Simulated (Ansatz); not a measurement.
# HoB2Rh2: relaxing a made-up structure, part 2 of 2

This structure for HoB2Rh2 is made up. Its elements were placed in a known structure type with a cell scaled to their sizes. What cell does the guess relax to, and how far off was it?

Ansatz 0.2.0; DFT, PBEsol, plane-wave PAW, default files, scalar-relativistic, ferromagnetic start, cell and ions relaxed at zero pressure (the session's first sound run).

So far, absolute magnetization (μB): step 2 (relaxing cell and atoms) 3.71. The relaxed cell has a = 3.791, c = 9.272 Å (conventional setting).

In doubt: a part-filled 4f shell, where there is one, can sit in one of many states, so energies may not be the lowest and differences between runs may mislead; derivatives with an open 4f shell can jump between states, which bears on forces and vibrations.

## Step 3: Bands of the relaxed cell

A second self-consistent run takes a narrower smearing and the mesh shown in its input; the bands follow along the standard path of the relaxed lattice.

This step: DFT, PBEsol, plane-wave PAW, default files, scalar-relativistic, ferromagnetic start, bands and density of states at the relaxed cell (Ansatz 0.2.0).

File input.yaml:

```yaml
crystal:
  lattice:
    - [-1.8953581151, 1.8953581151, 4.6361609075]
    - [1.8953581151, -1.8953581151, 4.6361609075]
    - [1.8953581151, 1.8953581151, -4.6361609075]
  atoms:
    - { symbol: Ho, position: [0.0, 0.0, 0.0], spin: 3.7 }
    - { symbol: Rh, position: [0.25, 0.75, 0.5] }
    - { symbol: Rh, position: [0.75, 0.25, 0.5] }
    - { symbol: B, position: [0.3575694125, 0.3575694125, 0.0] }
    - { symbol: B, position: [0.6424305875, 0.6424305875, 0.0] }
magnetization:
  spin_polarized: true
kpoints:
  mp_grid: { grid: [12, 12, 12] }
  band_path:
    path:
      - [[0.0, 0.0, 0.0], [0.0, 0.0, 0.5], [-0.08356714, 0.08356714, 0.5], [-0.29178357, 0.29178357, 0.29178357], [0.0, 0.0, 0.0], [0.5, 0.5, -0.5], [0.29178357, 0.70821643, -0.29178357], [0.0, 0.5, 0.0], [0.25, 0.25, 0.25], [0.5, 0.5, -0.08356714], [0.5, 0.5, -0.5]]
      - [[0.0, 0.0, 0.5], [0.25, 0.25, 0.25]]
    npoints: 7
scf:
  occupations: { method: fermi_dirac, width: 0.03 }
  n_extra_bands: 11
hamiltonian:
  xc: pbesol
  pseudopotentials: { kind: paw }
output:
  forces: true
  stress: true
  write_bands: true
  dos: { projected: true }
  write_density: true
  write_potential: true
  elf: true
  volumetric_format: npy
```

Started as:

```
> ansatz run input.yaml --threads 4 --pin off --max-ram 10240MiB --backend cpu --events-out ev --progress --plain --runs-dir out
```

Numbers of over 12 decimals in the logs are rounded to 6 here.

Output:

```text
Ho: projections on atomic orbitals take those of the free atom [Kr 4d10] 4f11 5s2 5p6 5d0 6s2, of charge +0.00 (hamiltonian.pseudopotentials.projection_atoms); the dataset's partial waves leave at most 4.5e-4 of an orbital's norm unspanned inside its sphere
[...]
Crystal: 5 atoms, lattice volume = 66.619 Å³
Basis set: ecut = 420 eV, 1299 PW (Γ), exchange–correlation on 72×72×72 points (8 copies of the dense FFT grid, shifted against one another)
Bands: 42, of which v1, the nominal top of the filled ones, is band 31 counted from 1 (30 counted from 0)
Symmetry: 16 space group operations
[...]
k-points: 163 of 1728
[...]
Starting moments: Σ|m| = 3.7 μB on 1 of 5 sites
[...]
SCF iter   1: F=—  HF=-24207.224795 eV  |F-HF|=—  |Δ(HF+E_count)|=         —  Δρ=1.22e-1 (↑1.19e-1 ↓1.22e-1)  dr2=6.21e1  dr2_m=9.53e-3  M=3.455 μB ∫|m|=3.515 μB  β_m=0.30  ethr=3.10e-3  ⟨swp⟩=4.9  Hψ=54904  notcnv=0  defer=3
[...]
SCF iter  20: F=-24193.912491 eV  HF=-24193.912491 eV  |F-HF|=9.46e-10  |Δ(HF+E_count)|=   1.59e-9  Δρ=1.32e-6 (↑2.16e-7 ↓1.32e-6)  dr2=1.32e-9  dr2_m=2.51e-10  M=3.717 μB ∫|m|=3.728 μB  ethr=2.96e-12  ⟨swp⟩=12.6  Hψ=94946  notcnv=0
SCF 1 converged in 20 iterations: F = -24193.912491 eV  dr2 = 1.32e-9
[...]
Symmetry: 2 space group operations
k-points: 868 of 1728
SCF iter   1: F=—  HF=-24207.224796 eV  |F-HF|=—  |Δ(HF+E_count)|=         —  Δρ=1.22e-1 (↑1.19e-1 ↓1.22e-1)  dr2=6.21e1  dr2_m=9.53e-3  M=3.455 μB ∫|m|=3.515 μB  β_m=0.30  ethr=3.10e-3  ⟨swp⟩=4.9  Hψ=291492  notcnv=0  defer=3
[...]
SCF iter   8: F=—  HF=-24193.486997 eV  |F-HF|=—  |Δ(HF+E_count)|=         —  Δρ=1.53e-2 (↑7.50e-4 ↓1.53e-2)  dr2=2.12e-2  dr2_m=3.54e-2  M=3.663 μB ∫|m|=3.715 μB  β_m=0.97  ethr=1.31e-5  ⟨swp⟩=2.0  Hψ=134347  notcnv=0  defer=5455
[...]
iteration 8: the lowest order of the open f orbitals that was found in this iteration's bands is taken; no other order was found there
SCF iter   9: F=—  HF=-24193.933369 eV  |F-HF|=—  |Δ(HF+E_count)|=         —  Δρ=3.65e-3 (↑1.25e-3 ↓3.65e-3)  dr2=1.29e-2  dr2_m=1.22e-3  M=3.706 μB ∫|m|=3.738 μB  β_m=0.97  ethr=1.31e-5  ⟨swp⟩=2.6  Hψ=134309  notcnv=0  defer=6927
[...]
SCF iter  26: F=-24193.934533 eV  HF=-24193.934533 eV  |F-HF|=1.90e-9  |Δ(HF+E_count)|=   4.33e-8  Δρ=3.32e-6 (↑1.01e-6 ↓3.32e-6)  dr2=8.34e-9  dr2_m=1.71e-9  M=3.679 μB ∫|m|=3.708 μB  ethr=5.55e-12  ⟨swp⟩=7.9  Hψ=412111  notcnv=0
SCF 2 converged in 26 iterations: F = -24193.934533 eV  dr2 = 8.34e-9
NSCF: frozen V_eff on 79 k-points
SCF converged after 26 iterations
Magnetization: 3.6794 μB (32.3397 up, 28.6603 down)
Absolute magnetization: 3.7024 μB (∫|ρ↑−ρ↓|, with the PAW one-centre terms)
[...]
Per-site moments (μB) at R_I (Å): [(3.651542, 1.232603), (0.00802115, 0.883485), (0.00802115, 0.883485), (-0.00126209, 0.883485), (-0.00126209, 0.883485)]
Free energy (F): -24193.934533 eV
[...]
Internal energy: -24193.914955 eV  (E = F + TS)
E sigma→0 (E₀):  -24193.924744 eV
Entropy (-TS):   -0.019578 eV (-3.916 meV/atom)
Fermi energy:    17.275581 eV
[...]
--- Forces (eV/Å), atoms counted from 1 ---
  atom   1  Ho     0.00000000     0.00000000     0.00000000
  atom   2  Rh    -0.00173932    -0.01106194     0.00609068
  atom   3  Rh     0.00173932     0.01106194    -0.00609068
  atom   4  B      0.00135603    -0.00011857    -0.00383500
  atom   5  B     -0.00135603     0.00011857     0.00383500
  max |Σ_I F_I| component: 0.00e0 eV/Å
--- Stress (GPa, compression-positive) ---
       -0.273828      -0.049007      -0.029562
       -0.048286       0.025715      -0.077069
       -0.030620      -0.077354       0.374601
  P = ⅓ Tr σ = 0.0422 GPa (0.422 kbar)
--- Band table (eV; the first three rows and the last of 1736) ---
  k-point 0 ↑: bands = [... 27 lower, 15.2307, 15.7976, 16.4443, 16.7817, 16.7854, 17.0499, 17.7016, 17.9610, ... 7 higher]
  k-point 1 ↑: bands = [... 27 lower, 15.6428, 15.6807, 16.2543, 16.2625, 16.7973, 17.1008, 17.7233, 18.2667, ... 7 higher]
  k-point 2 ↑: bands = [... 27 lower, 15.3592, 15.6724, 15.8141, 16.0257, 16.8519, 17.1300, 17.8068, 18.6029, ... 7 higher]
  k-point 867 ↓: bands = [... 27 lower, 17.5269, 17.6348, 17.8412, 17.9709, 18.2512, 18.3132, 19.2717, 20.0765, ... 7 higher]
```

Run time: 2.4 min. Hardware: 4 threads of AMD EPYC 9R45 (Zen 5), shared host; peak memory 2.9 GiB.

Reading the cycles: dr2 is the Hartree energy of the density residual (eV), the measure of convergence; HF is the Harris–Foulkes estimate of the energy, which meets the free energy F at convergence.

This step gave:

| Quantity | Value |
| --- | --- |
| free energy | -24193.9345 eV |
| energy at zero smearing | -24193.9247 eV |
| smearing term TS | 0.01958 eV |
| Fermi energy | 17.28 eV |
| magnetization | 3.679 μB |
| absolute magnetization | 3.702 μB |
| site moments | 3.652, 0.008021, 0.008021, -0.001262, -0.001262 μB |
| symmetry operations | 2 |
| pressure | 0.04216 GPa |

From bands.tsv, the bands that come nearest the Fermi level along the path, at its corners, in eV from the Fermi level:

```tsv
point	band_30_up	band_31_up	band_32_up	band_33_up	band_27_dn	band_28_dn	band_29_dn	band_30_dn
Γ	-0.49	-0.49	-0.23	0.43	-0.22	-0.17	0.05	0.53
X	-1.45	-1.31	-0.64	0.05	-0.40	-0.31	-0.04	0.24
Y	-1.96	-1.45	0.18	0.23	-0.40	-0.06	0.29	0.40
S	-2.21	-1.86	1.85	1.93	-0.37	0.00	0.48	0.52
Γ	-0.49	-0.49	-0.23	0.43	-0.22	-0.17	0.05	0.53
Z	0.58	0.59	0.69	1.81	0.25	0.36	0.57	0.70
S1	-2.21	-1.86	1.85	1.93	-0.37	0.00	0.48	0.52
N	-2.29	-0.66	-0.49	1.61	-0.38	-0.09	0.11	0.49
P	-1.44	-1.32	-0.31	-0.31	-0.31	-0.16	-0.13	0.04
Y1	-1.95	-1.46	0.18	0.23	-0.38	-0.02	0.32	0.34
Z	0.58	0.59	0.69	1.81	0.25	0.36	0.57	0.70
X	-1.45	-1.31	-0.64	0.05	-0.40	-0.31	-0.04	0.24
P	-1.44	-1.32	-0.31	-0.31	-0.31	-0.16	-0.13	0.04
```

Site moment by atom:

| atom | site moment (μB) |
| --- | --- |
| Ho1 | 3.65 |
| Rh2 | 0.01 |
| Rh3 | 0.01 |
| B4 | 0.00 |
| B5 | 0.00 |

Spin density in the ac plane of the conventional cell at fractional y = 0.000, with atoms of Ho and Rh and B within 0.2 Å of it.

Ten even steps from '_' (0.00 × 1e0 e/Å³) to '@' (8.99 × 1e0 e/Å³), each cell a mean:
```
**--____________________..++
____________________________
____________________________
____________________________
____________________________
____________________________
____________________________
____________________________
____________________________
____________________________
____________________________
____________________________
____________________________
____________________________
____________________________
____________________________
____________________________
____________________________
____________________________
____________________________
____________________________
____________________________
::..______________________..
@@++..__________________::##
```
Columns run along a (3.8 Å), rows up along c (9.3 Å), edges of the conventional cell, whose origin can differ from the input's. Atoms in or near the plane, at fractional coordinates: Ho at (0.00, 0.00), Rh at (0.50, 0.25), Rh at (0.50, 0.75), B at (0.00, 0.36), B at (0.00, 0.64).

Valence density in the ac plane of the conventional cell at fractional y = 0.000, with atoms of Ho and Rh and B within 0.2 Å of it. It is the smooth field of the valence electrons, not physical close to the nuclei.

Ten steps, logarithmic in the rise over the least value, from '0' (0 e/Å³) to '9' (26 e/Å³), each cell a mean:
```
98631000001478
65320000001245
22110111100112
00011234321000
00113567642100
11125788763211
22224678763222
22223455532222
12221222211221
22111000001122
11100000000011
00000000000000
11000000000001
11110000000111
12211111111122
12222234322222
22223567653222
11125788763211
01124678763110
00012455532100
00001122211000
33210000000123
76521000001357
98631000002579
```
Columns run along a (3.8 Å), rows up along c (9.3 Å), edges of the conventional cell, whose origin can differ from the input's. Atoms in or near the plane, at fractional coordinates: Ho at (0.00, 0.00), Rh at (0.50, 0.25), Rh at (0.50, 0.75), B at (0.00, 0.36), B at (0.00, 0.64).

ELF in the ac plane of the conventional cell at fractional y = 0.000, with atoms of Ho and Rh and B within 0.2 Å of it. It is the smooth field of the valence electrons, not physical close to the nuclei.

Values, 24 rows by 14 columns, each cell a mean:
```
0.66 0.76 0.76 0.53 0.18 0.08 0.11 0.13 0.09 0.08 0.28 0.64 0.79 0.73
0.73 0.70 0.57 0.30 0.14 0.16 0.23 0.26 0.20 0.13 0.17 0.43 0.64 0.71
0.31 0.30 0.23 0.17 0.20 0.26 0.29 0.29 0.28 0.24 0.17 0.17 0.24 0.28
0.10 0.12 0.16 0.21 0.26 0.33 0.40 0.42 0.37 0.30 0.24 0.19 0.14 0.10
0.22 0.23 0.23 0.24 0.38 0.56 0.66 0.68 0.63 0.50 0.29 0.23 0.24 0.23
0.40 0.37 0.30 0.27 0.49 0.70 0.76 0.77 0.75 0.64 0.37 0.26 0.34 0.39
0.46 0.52 0.48 0.34 0.45 0.65 0.74 0.75 0.71 0.59 0.38 0.40 0.51 0.49
0.16 0.38 0.60 0.49 0.37 0.44 0.55 0.57 0.51 0.40 0.39 0.57 0.53 0.25
0.02 0.22 0.59 0.62 0.42 0.31 0.32 0.33 0.31 0.34 0.50 0.65 0.46 0.10
0.29 0.44 0.62 0.63 0.48 0.35 0.30 0.29 0.32 0.39 0.55 0.66 0.58 0.37
0.66 0.65 0.61 0.50 0.36 0.27 0.22 0.21 0.23 0.30 0.42 0.56 0.64 0.66
0.64 0.59 0.49 0.35 0.22 0.15 0.11 0.10 0.12 0.17 0.27 0.41 0.54 0.62
0.67 0.63 0.54 0.41 0.27 0.18 0.14 0.14 0.16 0.21 0.32 0.46 0.58 0.65
0.55 0.61 0.65 0.57 0.43 0.32 0.27 0.26 0.28 0.36 0.49 0.61 0.63 0.57
0.12 0.32 0.61 0.64 0.47 0.34 0.30 0.29 0.30 0.38 0.55 0.66 0.49 0.20
0.04 0.25 0.59 0.57 0.38 0.34 0.39 0.41 0.37 0.33 0.45 0.64 0.48 0.12
0.31 0.46 0.56 0.42 0.40 0.55 0.65 0.67 0.62 0.49 0.36 0.50 0.56 0.40
0.47 0.47 0.40 0.31 0.49 0.69 0.76 0.77 0.75 0.63 0.37 0.32 0.44 0.48
0.32 0.31 0.27 0.25 0.45 0.67 0.74 0.75 0.72 0.60 0.34 0.24 0.28 0.31
0.16 0.18 0.21 0.23 0.31 0.46 0.55 0.57 0.52 0.40 0.26 0.22 0.19 0.17
0.11 0.12 0.14 0.18 0.24 0.28 0.32 0.33 0.31 0.27 0.22 0.17 0.14 0.13
0.50 0.46 0.36 0.19 0.16 0.22 0.28 0.29 0.26 0.20 0.16 0.26 0.43 0.52
0.76 0.77 0.70 0.40 0.13 0.11 0.17 0.20 0.15 0.11 0.23 0.55 0.74 0.77
0.51 0.73 0.78 0.55 0.18 0.06 0.08 0.10 0.07 0.09 0.34 0.69 0.78 0.63
```
Columns run along a (3.8 Å), rows up along c (9.3 Å), edges of the conventional cell, whose origin can differ from the input's. Atoms in or near the plane, at fractional coordinates: Ho at (0.00, 0.00), Rh at (0.50, 0.25), Rh at (0.50, 0.75), B at (0.00, 0.36), B at (0.00, 0.64).

## Step 4: Summary of results

```
space group, relaxed : I4/mmm
conventional cell    : a = 3.791, b = 3.791, c = 9.272 Å; α = 90.0°, β = 90.0°, γ = 90.0°
volume per atom      : 13.32 Å³ (guess 13.10)
total moment         : 3.70 μB in the cell of 5 atoms
```

What this shows: HoB2Rh2 relaxes to I4/mmm with a = 3.791, b = 3.791 and c = 9.272 Å. The guessed volume was 2 % too small. The space group I4/mmm was held in the relaxation, so the end point is a stationary structure within it and may be a saddle against distortions or other arrangements. The input starts from parallel moments, and no other start was typed. The f shell may be open and has no Hubbard U, so its place in energy and the volume are uncertain. The electronic state may lie above the lowest one. Bands cross the Fermi level, so it is a metal or semimetal at this level. On the 12×12×12 mesh with the narrower smearing (relaxed on 10×10×10) the largest force component is 0.011 eV/Å and the largest stress component is 0.375 GPa, against the relaxation's thresholds of 0.015 eV/Å and 0.05 GPa. The cutoff wasn't tested. Spin-orbit coupling is left out, which can matter for elements this heavy. No dispersion term is used, so weakly bound directions may come out too long. Nothing here tests whether the compound is stable against decomposition.

[Logs are printed without paths, hosts, clocks, repeated set-up lines and the standing remarks that a program may print on its own settings, such as how far it seeks lower states.]

[Hosts, paths, dates, database ids (printed as entryN), source tags and the programs' standing remarks are cut or masked in the printed files.]
